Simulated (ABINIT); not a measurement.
# LiHF2 (C2/m): G0W0 in ABINIT against the plane-wave cutoff

Wanted: the cheapest plane-wave cutoff that holds the gap of LiHF2 (C2/m).

Program: ABINIT 10.8.3. Level of theory: PBEsol and many-body steps on it, plane waves. Results are calculated unless marked as measured.

This is a report of a sequence of runs, with most program output left out.

### Step 1. Set-up

It takes space group C2/m (No. 12, monoclinic). The conventional cell has a = 5.095 Å, b = 3.070 Å, c = 4.903 Å, α = 90.00°, β = 121.02°, γ = 90.00°. Li has 6 F at 2.00 to 2.04 Å nearest. Nearest to H lie 2 F at 1.14 Å. Nearest to F lie 1 H at 1.14 Å and 3 Li at 2.00 to 2.04 Å. Farther neighbours and most contacts between anions are not listed.

Structure file:

```cif
data_structure
_symmetry_space_group_name_H-M 'C2/m'
_symmetry_Int_Tables_number 12
_cell_length_a 5.0950
_cell_length_b 3.0698
_cell_length_c 4.9029
_cell_angle_alpha 90.000
_cell_angle_beta 121.024
_cell_angle_gamma 90.000
_cell_volume 65.71
loop_
_atom_site_label
_atom_site_type_symbol
_atom_site_symmetry_multiplicity
_atom_site_Wyckoff_symbol
_atom_site_fract_x
_atom_site_fract_y
_atom_site_fract_z
_atom_site_occupancy
Li1 Li 2 a 0.00000 0.00000 0.00000 1
H1 H 2 c 0.00000 0.00000 0.50000 1
F1 F 4 i 0.70980 0.50000 0.75070 1
```

The cell and positions are those that the Materials Project relaxed with its own functionals (PBE, PBE+U or r2SCAN), kept fixed.

### Step 2. Empty states on the mesh, 4×4×2 mesh, 70 bands

This step: ABINIT 10.8.3; DFT, PBEsol, plane waves, norm-conserving pseudopotentials.

The sums over transitions need many empty states on a uniform mesh; this step solves for them.

File run.abi:

```
acell 3*1.0 Angstrom
rprim 
  2.547496000000 -1.534899000000 0.000000000000
  2.547496000000 1.534899000000 0.000000000000
  -2.526944000000 -0.000000000000 4.201520000000
ntypat 3
znucl 3 1 9
natom 4
typat 1 2 3 3
xred 
  0.000000000000 0.000000000000 0.000000000000
  0.000000000000 0.000000000000 0.500000000000
  0.209803000000 0.209803000000 0.750702000000
  0.790197000000 0.790197000000 0.249298000000
pp_dirpath "pseudos"
pseudos "Li.upf, H.upf, F.upf"
ecut 36
ngkpt 4 4 2
nshiftk 1
shiftk 0 0 0
kptopt 1
chksymbreak 0
irdden 1
istwfk *1
nband 70
prtvol 0
optdriver 6
gwr_task "HDIAGO"
paral_kgb 0
occopt 1
indata_prefix "in"
outdata_prefix "out"
tmpdata_prefix "tmp"
```

Started as:

```console
OMP_NUM_THREADS=1 mpirun -n 4 abinit run.abi > log
```

It took 32 s on 4 MPI ranks of Arm Neoverse V2, shared host; peak memory 1.4 GiB; 2.1 min of CPU time.

Numbers from this step:

* gap: 8.408 eV
* k of the valence top: 0, 0, 0.5
* k of the conduction bottom: 0, 0, 0
* least direct gap: 8.531 eV
* k points computed: 14
* lowest point of the top converged band, above the valence top: 75.8274 eV

On this mesh the gap is 8.408 eV.

The density comes from a self-consistent run that is not shown.

### Step 3. Empty states on the mesh, 4×4×2 mesh, 26 bands

run.abi, as its differences from that of step 2:

```diff
@@ -16,3 +16,3 @@
 pseudos "Li.upf, H.upf, F.upf"
-ecut 36
+ecut 22
 ngkpt 4 4 2
@@ -22,10 +22,10 @@
 chksymbreak 0
+iscf -2
 irdden 1
 istwfk *1
-nband 70
+nband 26
+nbdbuf 4
+tolwfr 1e-09
+nstep 60
 prtvol 0
-optdriver 6
-gwr_task "HDIAGO"
-paral_kgb 0
-occopt 1
 indata_prefix "in"
```

Run time: 2.6 s. Hardware: 4 MPI ranks; peak memory 0.07 GiB.

This step gave:

| Quantity | Value |
| --- | --- |
| gap | 8.244 eV |
| k of the valence top | 0, 0, 0.5 |
| k of the conduction bottom | 0, 0, 0 |
| least direct gap | 8.447 eV |
| k points computed | 14 |
| lowest point of the top converged band, above the valence top | 28.54 eV |

On this mesh the gap is 8.244 eV.

### Step 4. Empty states on the mesh, 4×4×2 mesh, 26 bands

run.abi, as its differences from that of step 3:

```diff
@@ -16,3 +16,3 @@
 pseudos "Li.upf, H.upf, F.upf"
-ecut 22
+ecut 29
 ngkpt 4 4 2
```

Wall time 3.4 s (4 MPI ranks); peak memory 0.24 GiB; 13 s of CPU time.

Numbers from this step:

```
gap                                                           : 8.402 eV
k of the valence top                                          : 0, 0, 0.5
k of the conduction bottom                                    : 0, 0, 0
least direct gap                                              : 8.522 eV
k points computed                                             : 14
lowest point of the top converged band, above the valence top : 28.53 eV
```

On this mesh the gap is 8.402 eV.

### Step 5. Empty states on the mesh, 4×4×2 mesh, 26 bands

run.abi, as its differences from that of step 4:

```diff
@@ -16,3 +16,3 @@
 pseudos "Li.upf, H.upf, F.upf"
-ecut 29
+ecut 45
 ngkpt 4 4 2
```

Elapsed: 4.9 s, on 4 MPI ranks; peak memory 0.27 GiB.

This step gave:

```yaml
gap: 8.408 eV
k_of_the_valence_top: 0, 0, 0.5
k_of_the_conduction_bottom: 0, 0, 0
least_direct_gap: 8.530 eV
k_points_computed: 14
lowest_point_of_the_top_converged_band_above_the_valence_top: 28.52 eV
```

On this mesh the gap is 8.408 eV.

### Step 6. Screening, 4×4×2 mesh, 22 bands, screening to 106.1 eV

The RPA dielectric matrix is built and inverted for each q.

This step: RPA screening on PBEsol, plane waves, norm-conserving pseudopotentials.

run.abi, as its differences from that of step 5:

```diff
@@ -16,3 +16,3 @@
 pseudos "Li.upf, H.upf, F.upf"
-ecut 45
+ecut 22
 ngkpt 4 4 2
@@ -22,10 +22,11 @@
 chksymbreak 0
-iscf -2
-irdden 1
 istwfk *1
-nband 26
-nbdbuf 4
-tolwfr 1e-09
-nstep 60
-prtvol 0
+occopt 1
+irdwfk 1
+optdriver 3
+nband 22
+ecuteps 3.9
+inclvkb 2
+awtr 1
+symchi 1
 indata_prefix "in"
```

Wall time 2.8 s (4 MPI ranks); peak memory 0.08 GiB; 11 s of CPU time.

This step gave:

- ε∞ with local fields, on this mesh, along the program's q direction: 2.042
- the same without local fields: 2.125
- plasma frequency: 27.48 eV
- plane waves in the screening matrix: 89

Local fields lower ε∞ by 4 %. On a Γ-centred mesh this coarse the value itself is usually too large, while a short band sum pulls it down.

### Step 7. 22 Ha

This step: G0W0 on PBEsol, plane waves, norm-conserving pseudopotentials.

run.abi, as its differences from that of step 6:

```diff
@@ -25,8 +25,17 @@
 irdwfk 1
-optdriver 3
+optdriver 4
 nband 22
+gwcalctyp 0
+ecutsigx 22
+symsigma 1
+nkptgw 2
+kptgw 
+  0.0000000000 0.0000000000 0.5000000000
+  0.0000000000 0.0000000000 0.0000000000
+bdgw 
+  8 11
+  7 11
 ecuteps 3.9
-inclvkb 2
-awtr 1
-symchi 1
+irdscr 1
+ppmodel 1
 indata_prefix "in"
```

Run time: 2 s. Hardware: 4 MPI ranks; peak memory 0.09 GiB.

This step gave:

```yaml
g0w0_gap_on_the_points_computed: 12.79 eV
starting_gap_on_the_mesh: 8.244 eV
k_of_the_valence_top: 0, 0, 0.5
k_of_the_conduction_bottom: 0, 0, 0
z_at_the_valence_top: 0.833
z_at_the_conduction_bottom: 0.9
least_direct_g0w0_gap_on_the_computed_points: 12.79 eV
```

### Step 8. Screening, 4×4×2 mesh, 22 bands, screening to 106.1 eV

This step: RPA screening on PBEsol, plane waves, norm-conserving pseudopotentials.

run.abi, as its differences from that of step 7:

```diff
@@ -16,3 +16,3 @@
 pseudos "Li.upf, H.upf, F.upf"
-ecut 22
+ecut 29
 ngkpt 4 4 2
@@ -25,17 +25,8 @@
 irdwfk 1
-optdriver 4
+optdriver 3
 nband 22
-gwcalctyp 0
-ecutsigx 22
-symsigma 1
-nkptgw 2
-kptgw 
-  0.0000000000 0.0000000000 0.5000000000
-  0.0000000000 0.0000000000 0.0000000000
-bdgw 
-  8 11
-  7 11
 ecuteps 3.9
-irdscr 1
-ppmodel 1
+inclvkb 2
+awtr 1
+symchi 1
 indata_prefix "in"
```

The job ended after 3.5 s (4 MPI ranks; peak memory 0.37 GiB; 14 s of CPU time).

Numbers from this step:

| Property | Result |
| --- | --- |
| ε∞ with local fields, on this mesh, along the program's q direction | 2.023 |
| the same without local fields | 2.103 |
| plasma frequency | 27.48 eV |
| plane waves in the screening matrix | 89 |

### Step 9. 29 Ha

The self-energy is evaluated for the states that the input lists, and the levels follow from it, in one-shot runs by the linearised quasiparticle equation.

This step: G0W0 on PBEsol, plane waves, norm-conserving pseudopotentials.

run.abi, as its differences from that of step 8:

```diff
@@ -25,8 +25,17 @@
 irdwfk 1
-optdriver 3
+optdriver 4
 nband 22
+gwcalctyp 0
+ecutsigx 29
+symsigma 1
+nkptgw 2
+kptgw 
+  0.0000000000 0.0000000000 0.5000000000
+  0.0000000000 0.0000000000 0.0000000000
+bdgw 
+  8 11
+  8 11
 ecuteps 3.9
-inclvkb 2
-awtr 1
-symchi 1
+irdscr 1
+ppmodel 1
 indata_prefix "in"
```

It took 2.1 s on 4 MPI ranks; peak memory 0.1 GiB.

This step gave:

```yaml
g0w0_gap_on_the_points_computed: 12.87 eV
starting_gap_on_the_mesh: 8.402 eV
k_of_the_valence_top: 0, 0, 0
k_of_the_conduction_bottom: 0, 0, 0
z_at_the_valence_top: 0.834
z_at_the_conduction_bottom: 0.9
least_direct_g0w0_gap_on_the_computed_points: 12.87 eV
```

The gap on the mesh goes from 8.40 eV to 12.87 eV, a correction of +4.46 eV.

### Step 10. Screening, 4×4×2 mesh, 22 bands, screening to 106.1 eV

This step: RPA screening on PBEsol, plane waves, norm-conserving pseudopotentials.

run.abi, as its differences from that of step 9:

```diff
@@ -16,3 +16,3 @@
 pseudos "Li.upf, H.upf, F.upf"
-ecut 29
+ecut 36
 ngkpt 4 4 2
@@ -25,17 +25,8 @@
 irdwfk 1
-optdriver 4
+optdriver 3
 nband 22
-gwcalctyp 0
-ecutsigx 29
-symsigma 1
-nkptgw 2
-kptgw 
-  0.0000000000 0.0000000000 0.5000000000
-  0.0000000000 0.0000000000 0.0000000000
-bdgw 
-  8 11
-  8 11
 ecuteps 3.9
-irdscr 1
-ppmodel 1
+inclvkb 2
+awtr 1
+symchi 1
 indata_prefix "in"
```

It took 3.8 s on 4 MPI ranks; peak memory 0.42 GiB.

Numbers from this step:

```yaml
eps_infinity_with_local_fields_on_this_mesh_along_the_program_s_q_direction: 2.021
the_same_without_local_fields: 2.101
plasma_frequency: 27.48 eV
plane_waves_in_the_screening_matrix: 89
```

### Step 11. 36 Ha

This step: G0W0 on PBEsol, plane waves, norm-conserving pseudopotentials.

run.abi, as its differences from that of step 10:

```diff
@@ -25,8 +25,17 @@
 irdwfk 1
-optdriver 3
+optdriver 4
 nband 22
+gwcalctyp 0
+ecutsigx 36
+symsigma 1
+nkptgw 2
+kptgw 
+  0.0000000000 0.0000000000 0.5000000000
+  0.0000000000 0.0000000000 0.0000000000
+bdgw 
+  8 11
+  8 11
 ecuteps 3.9
-inclvkb 2
-awtr 1
-symchi 1
+irdscr 1
+ppmodel 1
 indata_prefix "in"
```

The job ended after 2.3 s (4 MPI ranks; peak memory 0.11 GiB).

This step gave:

```
G0W0 gap on the points computed              : 12.88 eV
starting gap on the mesh                     : 8.408 eV
k of the valence top                         : 0, 0, 0
k of the conduction bottom                   : 0, 0, 0
least direct G0W0 gap on the computed points : 12.88 eV
```

Against the run before, the gap moves by +0.017 eV.

### Step 12. Screening, 4×4×2 mesh, 22 bands, screening to 106.1 eV

This step: RPA screening on PBEsol, plane waves, norm-conserving pseudopotentials.

run.abi, as its differences from that of step 11:

```diff
@@ -16,3 +16,3 @@
 pseudos "Li.upf, H.upf, F.upf"
-ecut 36
+ecut 45
 ngkpt 4 4 2
@@ -25,17 +25,8 @@
 irdwfk 1
-optdriver 4
+optdriver 3
 nband 22
-gwcalctyp 0
-ecutsigx 36
-symsigma 1
-nkptgw 2
-kptgw 
-  0.0000000000 0.0000000000 0.5000000000
-  0.0000000000 0.0000000000 0.0000000000
-bdgw 
-  8 11
-  8 11
 ecuteps 3.9
-irdscr 1
-ppmodel 1
+inclvkb 2
+awtr 1
+symchi 1
 indata_prefix "in"
```

Wall time 3.6 s (4 MPI ranks); peak memory 0.49 GiB; 14 s of CPU time.

This step gave:

* ε∞ with local fields, on this mesh, along the program's q direction: 2.021
* the same without local fields: 2.101
* plasma frequency: 27.48 eV
* plane waves in the screening matrix: 89

### Step 13. 45 Ha

This step: G0W0 on PBEsol, plane waves, norm-conserving pseudopotentials.

run.abi, as its differences from that of step 12:

```diff
@@ -25,8 +25,17 @@
 irdwfk 1
-optdriver 3
+optdriver 4
 nband 22
+gwcalctyp 0
+ecutsigx 45
+symsigma 1
+nkptgw 2
+kptgw 
+  0.0000000000 0.0000000000 0.5000000000
+  0.0000000000 0.0000000000 0.0000000000
+bdgw 
+  8 11
+  8 11
 ecuteps 3.9
-inclvkb 2
-awtr 1
-symchi 1
+irdscr 1
+ppmodel 1
 indata_prefix "in"
```

It took 2.4 s on 4 MPI ranks; peak memory 0.13 GiB.

This step gave:

| Quantity | Value |
| --- | --- |
| G0W0 gap on the points computed | 12.89 eV |
| starting gap on the mesh | 8.408 eV |
| k of the valence top | 0, 0, 0 |
| k of the conduction bottom | 0, 0, 0 |
| least direct G0W0 gap on the computed points | 12.89 eV |

Against the run before, the gap moves by +0.006 eV.

### Step 14. Side by side

Times are wall times on 4 MPI ranks of Arm Neoverse V2, shared host, good to a factor of about two. A run's time includes the screening step that it read.

```tsv
run	mesh	bands	screening cutoff (eV)	DFT gap (eV)	gap on the mesh (eV)	direct (eV)	ε∞ used	time
22 Ha	4×4×2	22	106.1	8.244	12.786	12.793	2.04	4.8 s
29 Ha	4×4×2	22	106.1	8.402	12.867	12.867	2.02	5.6 s
36 Ha	4×4×2	22	106.1	8.408	12.884	12.884	2.02	6.1 s
45 Ha	4×4×2	22	106.1	8.408	12.890	12.890	2.02	6.1 s
```

### Step 15. What came out

| Item | Value |
| --- | --- |
| 22 Ha | 12.786 eV |
| 29 Ha | 12.867 eV |
| 36 Ha | 12.884 eV |
| 45 Ha | 12.890 eV |
| known limits | not at the basis limit; coarse k mesh |

**Reading.** The setting moved: plane-wave cutoff. From 22 Ha to 45 Ha the gap moves by +0.10 eV. It holds to 0.03 eV from 29 Ha on. Bands and screening cutoff are coupled, so a series along one setting does not show full convergence. Bands and cutoff are finite, so the gap is not at the basis limit. The miss can reach some tenths of an eV and take either sign; the mesh is an error of its own. In the first G0W0 run levels were corrected at 2 k points alone, so a gap called «on the mesh» is the least over those, and an edge elsewhere would be missed. The 4×4×2 mesh is coarse for this cell, which bears on the long-range parts of exchange and screening.

[Paths, hosts, dates, memory and timing lines, banners, echoed tables and standing remarks are left out of the program output.]

[Logs are printed without paths, hosts, clocks, repeated set-up lines and the standing remarks that a program may print on its own settings, such as how far it seeks lower states.]

[Runs of the session that timed out or met a known fault of the program may be left out.]

[No measured gap is set beside runs whose start may be inverted or whose files or cutoffs have a known fault.]

[Hosts, paths, dates, database ids (printed as entryN), source tags and the programs' standing remarks are cut or masked in the printed files.]

[G0W0 gaps are taken among the corrected bands and points alone; a level outside them can change the order at an edge.]

[Where Ansatz stands beside ABINIT at settings called matched, ABINIT's density can come from a denser mesh and the files from another edition; pairs whose starting gaps differed by over 0.03 eV were left out, so agreement reads better than it is.]
